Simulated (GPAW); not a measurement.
**TiSi2 (Zhiqinite): optical spectrum from first principles**

Aim: the dielectric function of TiSi2 (Zhiqinite), and the optical constants that follow from it. The cell comes from an older database entry, whose edges can differ from later determinations, mostly by under a per cent.

Method: DFT, PBE, plane-wave PAW (GPAW data sets), scalar-relativistic, RPA, optical limit, in GPAW 26.7.0.

The database entry behind the starting cell is an old determination (1939), so it need not match the best structure at ambient conditions.

### Step 1. Set-up

Symmetry: Fddd, No. 70, orthorhombic system. Conventional cell: a = 4.773 Å, b = 8.236 Å, c = 8.523 Å, α = 90.00°, β = 90.00°, γ = 90.00°. Nearest to Ti lie 10 Si at 2.54 to 2.75 Å. Nearest to Si lie 5 Ti at 2.54 to 2.75 Å and 5 Si at 2.54 to 2.75 Å. Farther neighbours are not listed.

### Step 2. Ground state

First the ground state: is it a metal or has it a gap?

This step: DFT, PBE, plane-wave PAW (GPAW data sets), scalar-relativistic, ground state (GPAW 26.7.0).

Contents of gs.py:

```python
from ase import Atoms
from ase.dft.bandgap import bandgap
from gpaw import GPAW, PW, FermiDirac

atoms = Atoms(['Ti', 'Ti', 'Si', 'Si', 'Si', 'Si'],
              cell=[[0.00000000, 4.11800000, 4.26150000],
                    [2.38650000, 0.00000000, 4.26150000],
                    [2.38650000, 4.11800000, 0.00000000]],
              scaled_positions=[[0.50000000, 0.50000000, 0.50000000],
                                [0.75000000, 0.75000000, 0.75000000],
                                [0.83300000, 0.16700000, 0.83300000],
                                [0.16700000, 0.83300000, 0.16700000],
                                [0.41700000, 0.08300000, 0.41700000],
                                [0.08300000, 0.41700000, 0.08300000]],
              pbc=[True, True, True])
atoms.calc = GPAW(mode=PW(450), xc='PBE', kpts={'size': (6, 6, 6), 'gamma': True},
                  occupations=FermiDirac(0.05), maxiter=150, txt='gs.txt')
print('energy (eV)', atoms.get_potential_energy())
print('Fermi level (eV)', atoms.calc.get_fermi_level())
print('valence electrons', atoms.calc.get_number_of_electrons())
print('gap (eV)', bandgap(atoms.calc, output=None)[0])
print('direct gap (eV)', bandgap(atoms.calc, direct=True, output=None)[0])
atoms.calc.write('gs.gpw')
```

Launch:

```console
$ OMP_NUM_THREADS=1 python gs.py
```

Numbers of over 12 decimals in the logs are rounded to 6 here.

What it wrote:

```text
__  _  _
 | _ |_)|_||  |
 |__||  | ||/\| - 26.7.0

Versions:
  Python: 3.12.14
  ASE:    3.29.0
  Numpy:  2.5.5
  Scipy:  1.18.1
  Libxc:  7.0.0

Input parameters:
  mode=PW(ecut=450.000000),
  kpts=MonkhorstPack(size=(6, 6, 6), gamma=True),
  maxiter=150,
  occupations=Occupations(name='fermi-dirac', width=0.05, fixmagmom=False),
  xc=XC(name='PBE')

Diagonalizing LCAO Hamiltonian
Converting LCAO to pw mode

                Ti

              Si

            Ti
           Si

         Si
       Si

Atoms  # Å, Bohr magnetons
|   | symbol |        x |        y |        z |    initial magnetic moments |
| 0 |     Ti | 2.386500 | 4.118000 | 4.261500 | ( 0.0000,  0.0000,  0.0000) |
| 1 |     Ti | 3.579750 | 6.177000 | 6.392250 | ( 0.0000,  0.0000,  0.0000) |
| 2 |     Si | 2.386500 | 6.860588 | 4.261500 | ( 0.0000,  0.0000,  0.0000) |
| 3 |     Si | 2.386500 | 1.375412 | 4.261500 | ( 0.0000,  0.0000,  0.0000) |
| 4 |     Si | 1.193250 | 3.434412 | 2.130750 | ( 0.0000,  0.0000,  0.0000) |
| 5 |     Si | 1.193250 | 0.683588 | 2.130750 | ( 0.0000,  0.0000,  0.0000) |

Unit cell  # Å
| periodic |        x |        y |        z |  lengths |    angles |
|      yes | 0.000000 | 4.118000 | 4.261500 | 5.926070 | 75.818355 |
|      yes | 2.386500 | 0.000000 | 4.261500 | 4.884236 | 53.042013 |
|      yes | 2.386500 | 4.118000 | 0.000000 | 4.759549 | 51.139632 |

Number of symmetries: 4
Symmetry operations  # r_c * U_cc + t_c -> r_c
|   | kind |            matrix            |
| 0 |  E   |  1, 0, 0,  0, 1, 0,  0, 0, 1 |
| 1 |  C2  |  0, 1,-1,  1, 0,-1,  0, 0,-1 |
| 2 |  C2  |  0,-1, 1,  0,-1, 0,  1,-1, 0 |
| 3 |  C2  | -1, 0, 0, -1, 0, 1, -1, 1, 0 |

BZ-sampling:
  Number of BZ points: 216
  Number of IBZ points: 46

  Monkhorst-Pack size: [6, 6, 6]
  Monkhorst-Pack shift: [0.083333, 0.083333, 0.083333]

K-points  # in reciprocal-cell coordinates
|     |                                coordinates |     weight |
|   0 | (  0.00000000,   0.00000000,   0.00000000) | 0.00462963 |
|   1 | (  0.00000000,   0.16666667,   0.16666667) | 0.00925926 |
|   2 | (  0.00000000,   0.33333333,   0.33333333) | 0.00925926 |
|   3 | (  0.00000000,   0.50000000,   0.50000000) | 0.00462963 |
|   4 | (  0.16666667,  -0.33333333,   0.50000000) | 0.00925926 |
|   5 | (  0.16666667,   0.00000000,   0.16666667) | 0.00925926 |
|   6 | (  0.16666667,   0.16666667,   0.00000000) | 0.00925926 |
|   7 | (  0.16666667,   0.16666667,   0.16666667) | 0.03703704 |
|   8 | (  0.16666667,   0.16666667,   0.33333333) | 0.01851852 |
|   9 | (  0.16666667,   0.33333333,   0.16666667) | 0.01851852 |
| ... |                                            |            |
|  45 | (  0.50000000,   0.50000000,   0.50000000) | 0.01851852 |

Plane wave coefficients: 1831
Cutoff: 450.000000 eV

Spin-components: 1 (collinear spins)
Bands:           28
Projectors:      32
Spin-degeneracy: 2
Datatype:        complex128

Parallelization:
  kpt:    1
  domain: 1
  band:   1

Density:
  Valence electrons: 40.0
  Components: 1
  Grid points: [30 30 30]
  Charge: 0.0  # |e|

Potential:
  Grid points: [30 30 30]

species:
  Ti:
    name:    Titanium
    id:
    Z:       22.0
    valence: 12
    core:    10
    charge:  0.0  # [|e|]
    compensation charges:
      type: gauss
      rc: 0.38  # [Å]
      lmax: 2
    cutoffs:
      filter: 2.23  # [Å]
      core: 1.02  # [Å]
    projectors
    | kind |    occ | energy [eV] | rcut [Å] |
    |   3s |  2.000 |     -62.623 |    1.270 |
    |   4s |  2.000 |      -4.466 |    1.270 |
    |   3p |  6.000 |     -38.862 |    1.058 |
    |   4p |  0.000 |      -1.466 |    1.058 |
    |   3d |  2.000 |      -4.258 |    1.058 |
    |    d |        |      22.953 |    1.058 |

    Using partial waves for Ti as LCAO basis

  Si:
    name:    Silicon
    id:
    Z:       14.0
    valence: 4
    core:    10
    charge:  0.0  # [|e|]
    compensation charges:
      type: gauss
      rc: 0.33  # [Å]
      lmax: 2
    cutoffs:
      filter: 1.86  # [Å]
      core: 2.06  # [Å]
    projectors
    | kind |    occ | energy [eV] | rcut [Å] |
    |   3s |  2.000 |     -10.812 |    1.058 |
    |   3p |  2.000 |      -4.081 |    1.058 |
    |    s |        |      16.399 |    1.058 |
    |    p |        |      23.130 |    1.058 |
    |    d |        |       0.000 |    1.058 |

    Using partial waves for Si as LCAO basis

Reference energy: -77993.405564  # eV

eigensolver:
  PPCG
  Converge bands: occupied
  niter=2

density mixing:
  MSR1-Mixer
  Pratt-step length: 0.05
  Maximum mixing coefficient: 0.75
  Old densities: 10
  SVD Regularization: 0.005
  Good broyden scale: 1.0
  Trust region scale: 1.0
  Backstep threshold: 4.0
  History deletion threshold: 6.0
  Fourier metric: weight=20.0, sigma=0.015

occupation numbers:
  Fermi-Dirac:
    width: 0.0500  # eV

poisson solver:
  ecut: 3600.000000  # eV

xc functional:
  name: PBE with 2 nearest neighbor stencil

convergence criteria:
- Maximum [total energy] change in last 3 cyles: 0.0005 eV / valence electron
- Maximum integral of absolute [dens]ity change: 0.0001 electrons / valence electron
- Maximum integral of absolute [eigenst]ate change: 4e-08 eV^2 / valence electron
maximum number of iterations: 150

SCF iterations
|iter     |      energy | eigst |  dens |
|iter:   1||  -38.404423 | +0.39 |       |
|iter:   2||  -38.413827 | -1.67 | -1.20 |
|iter:   3||  -39.798087 | -0.23 | -1.23 |
|iter:   4||  -38.257549 | -0.16 | -1.09 |
|iter:   5||  -38.183078 | -1.50 | -1.50 |
|iter:   6||  -38.194942 | -2.22 | -2.13 |
|iter:   7||  -38.185367c| -2.78 | -2.14 |
|iter:   8||  -38.184084c| -3.20 | -2.57 |
|iter:   9||  -38.184111c| -4.63 | -3.31 |
|iter:  10||  -38.184100c| -5.64 | -3.67 |
|iter:  11||  -38.184099c| -6.69 | -4.38c|
|iter:  12||  -38.184099c| -7.67c| -4.92c|

Converged in 12 steps
SCF loop duration: 83.061 s (6.922 s/step)
Energy contributions relative to reference atoms: (reference = -77993.405564)

Energy contributions:
  Kinetic:          42.454751
  Coulomb:         -33.954998
  Zero:             -0.154133
  External:          0.000000
  Xc:              -46.522473
  Entropy:          -0.014493
  Spinorbit:         0.000000
  ----------------------------
  Free energy:     -38.191346
  Extrapolated:    -38.184099

dipole moment: (-5.085643, -8.775478, -9.081277)  # |e|*Ang

Fermi level: 9.861
Eigenvalues  # (at kpt = [0.000, 0.000, 0.000])
| band index |      eig [eV] | occ [0-2] |
|          0 |       -46.448 |     2.000 |
|        ... |               |           |
|         13 |         5.934 |     2.000 |
|         14 |         5.997 |     2.000 |
|         15 |         7.150 |     2.000 |
|         16 |         7.538 |     2.000 |
|         17 |         7.833 |     2.000 |
|         18 |         8.064 |     2.000 |
|         19 |         8.282 |     2.000 |
|         20 |         8.859 |     2.000 |
|         21 |        11.820 |     0.000 |
|         22 |        12.996 |     0.000 |
|         23 |        13.091 |     0.000 |
|         24 |        13.176 |     0.000 |
|         25 |        13.221 |     0.000 |
|         26 |        13.478 |     0.000 |
|         27 |        13.522 |     0.000 |

No gap
No difference between direct/indirect transitions

--- standard output ---
energy (eV) -38.184099
Fermi level (eV) 9.860552
valence electrons 40.0
gap (eV) 0.0
direct gap (eV) 0.0
```

Elapsed: 88 s, on 1 thread of Arm Neoverse V2, shared host; peak memory 0.23 GiB.

Numbers from this step:

* energy: -38.18 eV
* Fermi energy: 9.861 eV
* electrons: 40

There are states at the Fermi level within the smearing, so the occupations stay smeared and the carriers get a Drude term.

### Step 3. Bands for the response

The response needs many more empty bands than the density does.

This step: DFT, PBE, plane-wave PAW (GPAW data sets), scalar-relativistic, bands at fixed density (GPAW 26.7.0).

Contents of nscf.py:

```python
from ase.dft.bandgap import bandgap
from gpaw import GPAW, FermiDirac

calc = GPAW('gs.gpw').fixed_density(kpts={'size': (10, 10, 10), 'gamma': True}, nbands=60, convergence={'bands': 54},
                                    occupations=FermiDirac(0.05), txt='nscf.txt')
print('gap (eV)', bandgap(calc, output=None)[0])
print('direct gap (eV)', bandgap(calc, direct=True, output=None)[0])
calc.write('full.gpw', mode='all')
```

Launch:

```console
$ OMP_NUM_THREADS=1 python nscf.py
```

What it wrote:

```text
Diagonalizing LCAO Hamiltonian
Converting LCAO to pw mode
convergence criteria:
- Maximum integral of absolute [eigenst]ate change: 4e-08 eV^2 / valence electron
maximum number of iterations: 150

SCF iterations
|iter     |      energy | eigst |  dens |
|iter:   1||             | +2.64 |       |
|iter:   2||             | +1.69 |       |
|iter:   3||             | +0.53 |       |
|iter:   4||             | -0.47 |       |
|iter:   5||             | -1.39 |       |
|iter:   6||             | -2.36 |       |
|iter:   7||             | -3.30 |       |
|iter:   8||             | -4.30 |       |
|iter:   9||             | -5.24 |       |
|iter:  10||             | -6.24 |       |
|iter:  11||             | -7.07 |       |
|iter:  12||             | -7.64c|       |
SCF steps: 12
  __  _  _
 | _ |_)|_||  |
 |__||  | ||/\| - 26.7.0

Versions:
  Python: 3.12.14
  ASE:    3.29.0
  Numpy:  2.5.5
  Scipy:  1.18.1
  Libxc:  7.0.0

Input parameters:
  mode=PW(ecut=450.000000),
  convergence={'bands': 54},
  gpts=array([30, 30, 30]),
  kpts=MonkhorstPack(size=(10, 10, 10), gamma=True),
  maxiter=150,
  nbands=60,
  occupations=Occupations(name='fermi-dirac', width=0.05, fixmagmom=False),
  parallel={},
  xc=XC(name='PBE')

--- standard output ---
gap (eV) 0.0
direct gap (eV) 0.0
```

It took 11 min on 1 thread; peak memory 0.58 GiB.

[end of part 1 of 2]

[Machine, clock and banner lines and Python warnings are left out of the logs.]

[Logs are printed without paths, hosts, clocks, repeated set-up lines and the standing remarks that a program may print on its own settings, such as how far it seeks lower states.]

[Hosts, paths, dates, database ids (printed as entryN), source tags and the programs' standing remarks are cut or masked in the printed files.]
